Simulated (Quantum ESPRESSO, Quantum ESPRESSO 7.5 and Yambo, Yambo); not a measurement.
## SiC (F-43m): a self-consistent loop beyond G0W0, cycle by cycle

Wanted: G0W0 and self-consistent gaps of SiC (F-43m), with the cost of the cycles.

Main program and level: Quantum ESPRESSO 7.5 and Yambo 5.3.0; PBE and many-body steps on it, plane waves.

**Experimental background.**

- Gap 2.39 eV: band gap at cryogenic temperature; bulk crystal (literature value) (quoted in “Silicon carbide diodes for neutron detection”, 2020, arxiv:2009.14696).

- Gap 2.4 eV: Tauc optical (indirect) gap of annealed polycrystalline 3C-SiC; UV-VIS spectroscopic ellipsometry, Tauc analysis; film (CVD ultrathin polycrystalline film, annealed, about 5 nm grains) (“On-Demand CMOS-Compatible Fabrication of Ultrathin Self-Aligned SiC Nanowire Arrays”, 2018, pmc:6267454).

Most raw output is cut from this account.

## Step 1: The structure

Symmetry: F-43m, No. 216, cubic system. The conventional cell has a = 4.358 Å, b = 4.358 Å, c = 4.358 Å, α = 90.00°, β = 90.00°, γ = 90.00°. Nearest to Si lie 4 C at 1.89 Å. Nearest to C lie 4 Si at 1.89 Å. Farther neighbours are not listed.

The cell and positions come from the Crystallography Open Database and are kept as given unless a step says otherwise.

## Step 2: Empty states on the mesh, 4×4×4 mesh, 90 bands

This step: Quantum ESPRESSO 7.5; DFT, PBE, plane waves, norm-conserving pseudopotentials.

The sums over transitions need many empty states on a uniform mesh; this step solves for them.

File pw.in:

```
&control
  calculation = 'nscf'
  prefix = 'x'
  outdir = 'o'
  pseudo_dir = 'pseudo'
/
&system
  ibrav = 0
  nat = 2
  ntyp = 2
  ecutwfc = 74.0
  nbnd = 90
  force_symmorphic = .true.
/
&electrons
  conv_thr = 1e-9
  electron_maxstep = 80
  diago_full_acc = .true.
  diago_thr_init = 5e-6
/
ATOMIC_SPECIES
  Si 28.085 Si.upf
  C 12.011 C.upf
CELL_PARAMETERS angstrom
  -0.0000000000 2.1790000000 2.1790000000
  2.1790000000 -0.0000000000 2.1790000000
  2.1790000000 2.1790000000 -0.0000000000
ATOMIC_POSITIONS crystal
  Si 0.0000000000 0.0000000000 0.0000000000
  C 0.2500000000 0.2500000000 0.2500000000
K_POINTS automatic
  4 4 4 0 0 0
```

Launch:

```bash
$ OMP_NUM_THREADS=1 mpirun -n 4 pw.x -nk 4 -in pw.in > pw.out
```

Elapsed: 1.9 s, on 4 MPI ranks of Arm Neoverse V2, shared host; peak memory 0.05 GiB; 7.4 s of CPU time.

This step gave:

| Quantity | Value |
| --- | --- |
| gap | 1.361 eV |
| k of the valence top | 0, 0, 0 |
| k of the conduction bottom | 0, -0.5, -0.5 |
| least direct gap | 4.553 eV |
| k points computed | 8 |
| lowest point of the top converged band, above the valence top | 128.6364 eV |

On this mesh the gap is 1.361 eV.

The density comes from a self-consistent run that is not shown.

## Step 3: Conversion and set-up

This step: Yambo 5.3.0; conversion and set-up on PBE, plane waves, norm-conserving pseudopotentials.

The states are converted to the many-body program's format and the q mesh is built.

Launch:

```bash
$ (cd o/x.save; p2y > p2y.log; mv SAVE ../..); yambo > setup.log
```

It took 1.8 s on 1 MPI rank; peak memory 0.23 GiB.

## Step 4: G0W0

G0W0 replaces the xc potential by the self-energy, built once from these orbitals. Only a window of levels is corrected, while the sums run over the empty bands that the input names.

This step: G0W0 on PBE, plane waves, norm-conserving pseudopotentials.

File gw1.in:

```
HF_and_locXC
gw0
dyson
ppa
em1d
rim_cut
RandQpts= 1000000
RandGvec= 1 RL
EXXRLvcs= 74 Ry
VXCRLvcs= 296 Ry
Chimod= "HARTREE"
% BndsRnXp
 1 | 90 |
%
NGsBlkXp= 15.5 Ry
% LongDrXp
 1 | 1 | 1 |
%
% GbndRnge
 1 | 90 |
%
DysSolver= "n"
ExtendOut
PPAPntXp= 27.21138 eV
% QPkrange
 1 | 8 | 1 | 8 |
%
```

Launch:

```bash
$ OMP_NUM_THREADS=1 mpirun -n 4 yambo -F gw1.in -J gw1 -C gw1 > gw1.log
```

Wall time 100 s (4 MPI ranks); peak memory 1.2 GiB.

This step gave:

```yaml
g0w0_gap_on_the_mesh: 2.070 eV
starting_gap_on_the_mesh: 1.361 eV
k_of_the_valence_top: 0, 0, 0
k_of_the_conduction_bottom: 0, -0.5, -0.5
least_direct_g0w0_gap_on_the_computed_points: 5.581 eV
z_at_the_valence_top: 0.7973
z_at_the_conduction_bottom: 0.8240
```

The gap on the mesh goes from 1.36 eV to 2.07 eV, a correction of +0.71 eV.

## Step 5: evGW0, cycle 1

This step: evGW0 on PBE, plane waves, norm-conserving pseudopotentials.

gw2.in, as its differences from gw1.in of step 4:

```diff
@@ -27 +27,2 @@
 %
+GfnQPdb= "E < ./gw1/ndb.QP"
```

Launch:

```bash
$ OMP_NUM_THREADS=1 mpirun -n 4 yambo -F gw2.in -J gw2,gw1_W -C gw2 > gw2.log
```

The job ended after 92 s (4 MPI ranks; peak memory 1.1 GiB).

This step gave:

```
quasiparticle gap on the mesh                         : 2.148 eV
gap of the density functional on the mesh             : 1.361 eV
k of the valence top                                  : 0, 0, 0
k of the conduction bottom                            : 0, -0.5, -0.5
least direct quasiparticle gap on the computed points : 5.704 eV
Z at the valence top                                  : 0.8010
Z at the conduction bottom                            : 0.8317
```

Against G0W0 in Yambo (4×4×4 mesh, 90 bands, screening to 210.9 eV, Godby-Needs plasmon pole), the gap moves by +0.079 eV.

The program's own table gives 2.268 eV, which is too large where the input levels are shifted: this version takes Σc at the unshifted level E₀, yet steps from the shifted one. The value above is the Newton step from E₀, E₀ + Z(Σc + Σx − Vxc), rebuilt from the printed columns.

## Step 6: evGW0, cycle 2

The corrected levels of the last cycle go back in.

gw3.in, as its differences from gw2.in of step 5:

```diff
@@ -27,2 +27,2 @@
 %
-GfnQPdb= "E < ./gw1/ndb.QP"
+GfnQPdb= "E < ./gw2_fix/ndb.QP"
```

Launch:

```bash
$ OMP_NUM_THREADS=1 mpirun -n 4 yambo -F gw3.in -J gw3,gw1_W -C gw3 > gw3.log
```

It took 92 s on 4 MPI ranks; peak memory 1.1 GiB.

Numbers from this step:

* quasiparticle gap on the mesh: 2.155 eV
* gap of the density functional on the mesh: 1.361 eV
* k of the valence top: 0, 0, 0
* k of the conduction bottom: 0, -0.5, -0.5
* least direct quasiparticle gap on the computed points: 5.717 eV

Against the cycle before, the gap moves by +0.007 eV.

The program's own table gives 2.287 eV, which is too large where the input levels are shifted: this version takes Σc at the unshifted level E₀, yet steps from the shifted one. The value above is the Newton step from E₀, E₀ + Z(Σc + Σx − Vxc), rebuilt from the printed columns.

## Step 7: evGW, cycle 1

This step: evGW on PBE, plane waves, norm-conserving pseudopotentials.

gw4.in, as its differences from gw3.in of step 6:

```diff
@@ -27,2 +27,3 @@
 %
-GfnQPdb= "E < ./gw2_fix/ndb.QP"
+GfnQPdb= "E < ./gw1/ndb.QP"
+XfnQPdb= "E < ./gw1/ndb.QP"
```

Launch:

```bash
$ OMP_NUM_THREADS=1 mpirun -n 4 yambo -F gw4.in -J gw4 -C gw4 > gw4.log
```

Wall time 99 s (4 MPI ranks); peak memory 1.1 GiB.

Numbers from this step:

```yaml
quasiparticle_gap_on_the_mesh: 2.279 eV
gap_of_the_density_functional_on_the_mesh: 1.361 eV
k_of_the_valence_top: 0, 0, 0
k_of_the_conduction_bottom: 0, -0.5, -0.5
least_direct_quasiparticle_gap_on_the_computed_points: 5.862 eV
```

Against G0W0 in Yambo (4×4×4 mesh, 90 bands, screening to 210.9 eV, Godby-Needs plasmon pole), the gap moves by +0.209 eV.

The program's own table gives 2.391 eV, which is too large where the input levels are shifted: this version takes Σc at the unshifted level E₀, yet steps from the shifted one. The value above is the Newton step from E₀, E₀ + Z(Σc + Σx − Vxc), rebuilt from the printed columns.

## Step 8: evGW, cycle 2

gw5.in, as its differences from gw4.in of step 7:

```diff
@@ -27,3 +27,3 @@
 %
-GfnQPdb= "E < ./gw1/ndb.QP"
-XfnQPdb= "E < ./gw1/ndb.QP"
+GfnQPdb= "E < ./gw4_fix/ndb.QP"
+XfnQPdb= "E < ./gw4_fix/ndb.QP"
```

Launch:

```bash
$ OMP_NUM_THREADS=1 mpirun -n 4 yambo -F gw5.in -J gw5 -C gw5 > gw5.log
```

Run time: 99 s. Hardware: 4 MPI ranks; peak memory 1.1 GiB.

Numbers from this step:

| Quantity | Value |
| --- | --- |
| quasiparticle gap on the mesh | 2.337 eV |
| gap of the density functional on the mesh | 1.361 eV |
| k of the valence top | 0, 0, 0 |
| k of the conduction bottom | 0, -0.5, -0.5 |
| least direct quasiparticle gap on the computed points | 5.942 eV |

Against the cycle before, the gap moves by +0.058 eV.

The program's own table gives 2.478 eV, which is too large where the input levels are shifted: this version takes Σc at the unshifted level E₀, yet steps from the shifted one. The value above is the Newton step from E₀, E₀ + Z(Σc + Σx − Vxc), rebuilt from the printed columns.

## Step 9: evGW, cycle 3

gw6.in, as its differences from gw5.in of step 8:

```diff
@@ -27,3 +27,3 @@
 %
-GfnQPdb= "E < ./gw4_fix/ndb.QP"
-XfnQPdb= "E < ./gw4_fix/ndb.QP"
+GfnQPdb= "E < ./gw5_fix/ndb.QP"
+XfnQPdb= "E < ./gw5_fix/ndb.QP"
```

Launch:

```bash
$ OMP_NUM_THREADS=1 mpirun -n 4 yambo -F gw6.in -J gw6 -C gw6 > gw6.log
```

Wall time 99 s (4 MPI ranks); peak memory 1.2 GiB.

Numbers from this step:

* quasiparticle gap on the mesh: 2.354 eV
* gap of the density functional on the mesh: 1.361 eV
* k of the valence top: 0, 0, 0
* k of the conduction bottom: 0, -0.5, -0.5
* least direct quasiparticle gap on the computed points: 5.967 eV

Against the cycle before, the gap moves by +0.017 eV.

The program's own table gives 2.502 eV, which is too large where the input levels are shifted: this version takes Σc at the unshifted level E₀, yet steps from the shifted one. The value above is the Newton step from E₀, E₀ + Z(Σc + Σx − Vxc), rebuilt from the printed columns.

## Step 10: evGW, cycle 4

gw7.in, as its differences from gw6.in of step 9:

```diff
@@ -27,3 +27,3 @@
 %
-GfnQPdb= "E < ./gw5_fix/ndb.QP"
-XfnQPdb= "E < ./gw5_fix/ndb.QP"
+GfnQPdb= "E < ./gw6_fix/ndb.QP"
+XfnQPdb= "E < ./gw6_fix/ndb.QP"
```

Launch:

```bash
$ OMP_NUM_THREADS=1 mpirun -n 4 yambo -F gw7.in -J gw7 -C gw7 > gw7.log
```

It took 100 s on 4 MPI ranks; peak memory 1.1 GiB; 6.6 min of CPU time.

Numbers from this step:

```yaml
quasiparticle_gap_on_the_mesh: 2.360 eV
gap_of_the_density_functional_on_the_mesh: 1.361 eV
k_of_the_valence_top: 0, 0, 0
k_of_the_conduction_bottom: 0, -0.5, -0.5
least_direct_quasiparticle_gap_on_the_computed_points: 5.974 eV
```

Against the cycle before, the gap moves by +0.005 eV.

The program's own table gives 2.510 eV, which is too large where the input levels are shifted: this version takes Σc at the unshifted level E₀, yet steps from the shifted one. The value above is the Newton step from E₀, E₀ + Z(Σc + Σx − Vxc), rebuilt from the printed columns.

## Step 11: Side by side

Times are wall times on 4 MPI ranks of Arm Neoverse V2, shared host, good to a factor of about two.

```csv
run,mesh,bands,screening cutoff (eV),DFT gap (eV),gap on the mesh (eV),direct (eV),time
G0W0,4×4×4,90,210.9,1.361,2.070,5.581,100 s
"evGW0, cycle 1",4×4×4,90,210.9,1.361,2.148,5.704,92 s
"evGW0, cycle 2",4×4×4,90,210.9,1.361,2.155,5.717,92 s
"evGW, cycle 1",4×4×4,90,210.9,1.361,2.279,5.862,99 s
"evGW, cycle 2",4×4×4,90,210.9,1.361,2.337,5.942,99 s
"evGW, cycle 3",4×4×4,90,210.9,1.361,2.354,5.967,99 s
"evGW, cycle 4",4×4×4,90,210.9,1.361,2.360,5.974,100 s
```

## Step 12: What came out

```
G0W0           : 2.070 eV
evGW0, cycle 1 : 2.148 eV
evGW0, cycle 2 : 2.155 eV
evGW, cycle 1  : 2.279 eV
evGW, cycle 2  : 2.337 eV
evGW, cycle 3  : 2.354 eV
evGW, cycle 4  : 2.360 eV
known limits   : not at the basis limit; coarse k mesh
```

**Reading.** evGW0 ends at 2.16 eV, +0.09 eV from G0W0, after 2 cycles that took 3.1 min beside the first screening; the last moved the gap by 0.007 eV. evGW ends at 2.36 eV, +0.29 eV from G0W0, after 4 cycles that took 6.6 min beside the first screening; the last moved the gap by 0.005 eV. Against experiment, by evGW, cycle 4: the gap of 2.36 eV lies −0.03 eV from the measured 2.39 eV (kind not stated, quoted 2020); the gap of 2.36 eV lies −0.04 eV from the measured 2.4 eV (indirect, 2018). These are gaps on the mesh, at modest bands and cutoff. The calculation has static nuclei and no excitons; a measured gap holds zero-point and thermal motion, which mostly lowers it. Bands and cutoff are finite, so the gap is not at the basis limit. The miss can reach some tenths of an eV and take either sign; the mesh is an error of its own. The 4×4×4 mesh is coarse for this cell, which bears on the long-range parts of exchange and screening.

[Paths, hosts, dates, memory and timing lines, banners, echoed tables and standing remarks are left out of the program output.]

[Logs are printed without paths, hosts, clocks, repeated set-up lines and the standing remarks that a program may print on its own settings, such as how far it seeks lower states.]

[Runs of the session that timed out or met a known fault of the program may be left out.]

[Hosts, paths, dates, database ids (printed as entryN), source tags and the programs' standing remarks are cut or masked in the printed files.]
